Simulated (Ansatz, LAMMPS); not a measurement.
# Amorphous HfO2 at 7.64 g/cm^3 (84 atoms): relaxation and levels of theory

Which bonds does the relaxation leave, and how do the Kohn-Sham gap, forces and pressure change with k-mesh and functional?

Calculated with Ansatz 0.2.0: Kohn-Sham DFT, PBE, PAW (set soft_2), plane waves; cutoff 420 eV, Γ point, fermi-dirac smearing of 0.025 eV.

**The cell**

Density at the start: 7.64 g/cm³. The cell holds 84 atoms: 28 Hf and 56 O. Cell: a = 10.861 Å, b = 10.861 Å, c = 10.861 Å, α = 90.0°, β = 90.0°, γ = 90.0°. 84 atoms (28 Zr, 56 O) placed at random at 4.47 g/cm³, melted at 5000 K for 10 ps at fixed volume with the Morse and Coulomb pair potential with partial charges (Pedone, Malavasi, Menziani, Cormack and Segre, J. Phys. Chem. B 110, 11780 (2006)). Quenched from 5000 K to 300 K at 50 K/ps and fixed volume, held 5 ps, then minimised at fixed cell. Then Zr was replaced by Hf at the same volume (the potential has no terms for Hf, so the cell is a start for a DFT relaxation).

The atoms were relaxed with PBE. The walk converged after 21 steps, with a largest force component of 0.0247 eV/Å; it began at an r.m.s. force component of 0.53 eV/Å. The energy fell by 49.3 meV an atom.

The input of the reference single point:

```yaml
crystal:
  lattice:
    - [10.8609, 0.0, 0.0]
    - [0.0, 10.8609, 0.0]
    - [0.0, 0.0, 10.8609]
  atoms:
    - { symbol: Hf, position: [0.08727, 0.17095, 0.42566] }
    - { symbol: Hf, position: [0.85127, 0.36033, 0.19027] }
    - { symbol: Hf, position: [0.57352, 0.50923, 0.63872] }
    - { symbol: Hf, position: [0.54461, 0.84871, 0.5788] }
    [... 78 atom lines left out ...]
    - { symbol: O, position: [0.16822, 0.43491, 0.74134] }
    - { symbol: O, position: [0.07196, 0.7927, 0.1957] }
kpoints:
  mp_grid: { grid: [1, 1, 1] }
hamiltonian:
  xc: pbe
scf:
  occupations: { method: fermi_dirac, width: 0.025 }
output:
  forces: true
  stress: true
  populations: true
  dos:
    method: { smearing: { sigma: 0.08 } }
    de: 0.05
    projected: { site_lists: { Hf: [Hf], O: [O] } }
  eigenvalues: true
  write_density: true
  write_potential: true
  volumetric_format: npy
```

**Bonds after relaxation**

Bonds by pair of elements; cutoffs follow the first minimum of g(r), held within bounds set by covalent radii, and pairs that aren't listed don't count as bonded:

```tsv
pair A-B	cutoff (Å)	bonds	mean length (Å)	spread (Å)	shortest (Å)	B about A	A about B
O-Hf	2.82	156	2.13	0.142	1.90	2.79	5.57
```

How many atoms have how many bonded neighbours:

```tsv
element	mean	2	3	4	5	6	7
Hf	5.57	0	0	0	14	12	2
O	2.79	15	38	3	0	0	0
```

**Levels of theory**

Single points at the relaxed geometry:

| functional | k-mesh | Kohn-Sham gap (eV) | pressure (GPa) | r.m.s. force component (eV/Å) | SCF cycles | time |
| --- | --- | --- | --- | --- | --- | --- |
| PBE | 1×1×1 | 3.990 | -6.14 | 0.005 | 11 | 48 s |
| PBE | 2×2×2 | 3.977 | -6.14 | 0.010 | 11 | 7.7 min |
| HSE06 | 1×1×1 | 5.489 | -10.12 | 0.107 | 21 | 13 min |
| r2SCAN | 1×1×1 | 4.472 | -10.31 | 0.073 | 12 | 83 s |
| PBEsol | 1×1×1 | 3.895 | -10.92 | 0.086 | 11 | 39 s |

The gap is that between the highest filled and lowest empty Kohn-Sham level on the run's k-points. Cutoffs: 420 eV for PBE, HSE06 and PBEsol; 500 eV for r2SCAN. Times come from shared hosts and are rough.

**Findings**

By these cutoffs 50 % of Hf atoms have 5 and 68 % of O atoms have 3 neighbours. The Kohn-Sham gap is 3.99 eV with PBE on the 1×1×1 mesh and 3.98 eV on 2×2×2. On the 1×1×1 mesh HSE06 changes the gap by +1.50 eV against PBE. Carrying that shift over to the 2×2×2 mesh gives 3.98 + 1.50 = 5.48 eV, an estimate that takes the shift to be alike at all k-points. On the reference's mesh the gap changes with r2SCAN by +0.48 eV and PBEsol by -0.09 eV. Against the reference the pressure changes with HSE06 by -4.0 GPa, r2SCAN by -4.2 GPa and PBEsol by -4.8 GPa; a negative change means a smaller volume than PBE would take. The denser mesh moves the energy by -0.8 meV/atom and the pressure by +0.00 GPa.

Limits: All single points share the geometry relaxed with PBE. The density was set when the cell was made, as one point of a scan, and needn't be that of the real material. One sample; tail or defect levels can set the gap of a disordered cell. The quench rate of 50 K/ps is many orders above laboratory rates, so the cell is likely richer in defects and strain than a real sample. The network of bonds at the start is that of the classical potential that made the cell, and needn't be the one that DFT or experiment would give. Spin–orbit coupling is left out, which matters for the levels of the heavy elements. In some runs the program notes that the exchange-correlation potential is rough where the density is thin, it cut back its work space to fit the memory limit, the exchange threshold is loose for the stress and the SCF threshold is loose for the stress.

[Logs are printed without paths, hosts, clocks, repeated set-up lines and the standing remarks that a program may print on its own settings, such as how far it seeks lower states.]

[Hosts, paths, dates, database ids (printed as entryN), source tags and the programs' standing remarks are cut or masked in the printed files.]
